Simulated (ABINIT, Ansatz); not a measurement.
Computed results, one entry a study.

## How the form of the self-energy moves the gap of BaSrSn2O6 (P4/mmm)

It takes space group P4/mmm (No. 123, tetragonal). Conventional cell: a = 4.146 Å, b = 4.146 Å, c = 8.295 Å, α = 90.00°, β = 90.00°, γ = 90.00°. Nearest to Ba lie 12 O at 2.93 to 2.97 Å. Nearest to Sr lie 12 O at 2.89 to 2.93 Å. Nearest to Sn lie 6 O at 2.05 to 2.10 Å. Nearest to O lie 2 Sn at 2.10 Å and 4 Ba at 2.93 Å. O has 2 Sn at 2.05 Å and 4 Sr at 2.93 Å nearest. O has 2 Sn at 2.07 Å and 2 Sr at 2.89 Å and 2 Ba at 2.97 Å nearest. Farther neighbours, and contacts between anions beyond the nearest, are not listed.

```yaml
method: RPA screening on LDA, plane waves, norm-conserving pseudopotentials (and 3 further levels or steps)
program: ABINIT 10.8.3
settings: cutoff 42 Ha, PseudoDojo scalar-relativistic 0.4.1 stringent, norm-conserving, ngkpt (2, 2, 1), nband 144, ecuteps 4.2 Ha, inclvkb 2, shiftk (0, 0, 0), symchi 1, awtr 1, frequency ppm, 2×2×1 k-mesh
cost: 6 runs, 4.8 min in all on 4 MPI ranks of Arm Neoverse V2, shared host
notes: The program’s warnings: nproc spkpt=  >= nkpt= * nsppol=. The cell and positions are those that the Materials Project relaxed with its own functionals (PBE, PBE+U or r2SCAN), kept fixed. Limits: no spin-orbit coupling. The 2×2×1 mesh is coarse for this cell, which bears on the long-range parts of exchange and screening.
g0w0_godby_needs_plasmon_pole: 1.970 eV
g0w0_von_der_linden_horsch_plasmon_pole: 1.951 eV
g0w0_engel_farid_plasmon_pole: 1.873 eV
one_shot_hartree_fock: 11.152 eV
known_limits: short of the basis limit; no spin-orbit coupling; coarse k mesh
```

G0W0, von der Linden-Horsch plasmon pole: −0.019 eV against G0W0, Godby-Needs plasmon pole. G0W0, Engel-Farid plasmon pole: −0.097 eV against G0W0, Godby-Needs plasmon pole.

[Long decimals in the printed logs are rounded to 6 places.]

[Logs are printed without paths, hosts, clocks, repeated set-up lines and the standing remarks that a program may print on its own settings, such as how far it seeks lower states.]

[Paths, hosts, dates, memory and timing lines, banners, echoed tables and standing remarks are left out of the program output; an Ansatz launch command may be rebuilt from the run's recorded settings. Measured values are a selection of at most five: reports struck by readers or far from the other reports are left out. None is set beside runs whose start may be inverted or whose files or cutoffs have a known fault.]

[Runs of the session that timed out or met a known fault of the program may be left out.]

[Hosts, paths, dates, database ids (printed as entryN), source tags and the programs' standing remarks are cut or masked in the printed files.]

[G0W0 gaps are taken among the corrected bands and points alone; a level outside them can change the order at an edge.]

[Where Ansatz stands beside ABINIT at settings called matched, ABINIT's density can come from a denser mesh and the files from another edition; pairs whose starting gaps differed by over 0.03 eV were left out, so agreement reads better than it is.]
